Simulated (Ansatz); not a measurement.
Reflectivity of Zr (P6_3/mmc) at normal incidence (Ansatz, LDA, independent particles, without spin-orbit coupling, line width 0.1 eV (Gaussian), carrier damping 0.1 eV):

```
E (eV)  R (%)
  1.00   66.8
  1.25   67.8
  1.50   62.3
  1.75   62.7
  2.00   64.6
  2.25   64.3
  2.50   64.6
  2.75   65.2
  3.00   62.5
  3.25   60.8
  3.50   58.8
  3.75   56.5
  4.00   54.1
  4.25   52.0
  4.50   56.0
  4.75   58.8
  5.00   60.1
```

Task: What colour would a polished face show in daylight?

Result: Light grey: CIE x = 0.317, y = 0.330, luminous reflectivity 66 % under D65, from the mean over the axes.

[Logs are printed without paths, hosts, clocks, repeated set-up lines and the standing remarks that a program may print on its own settings, such as how far it seeks lower states.]
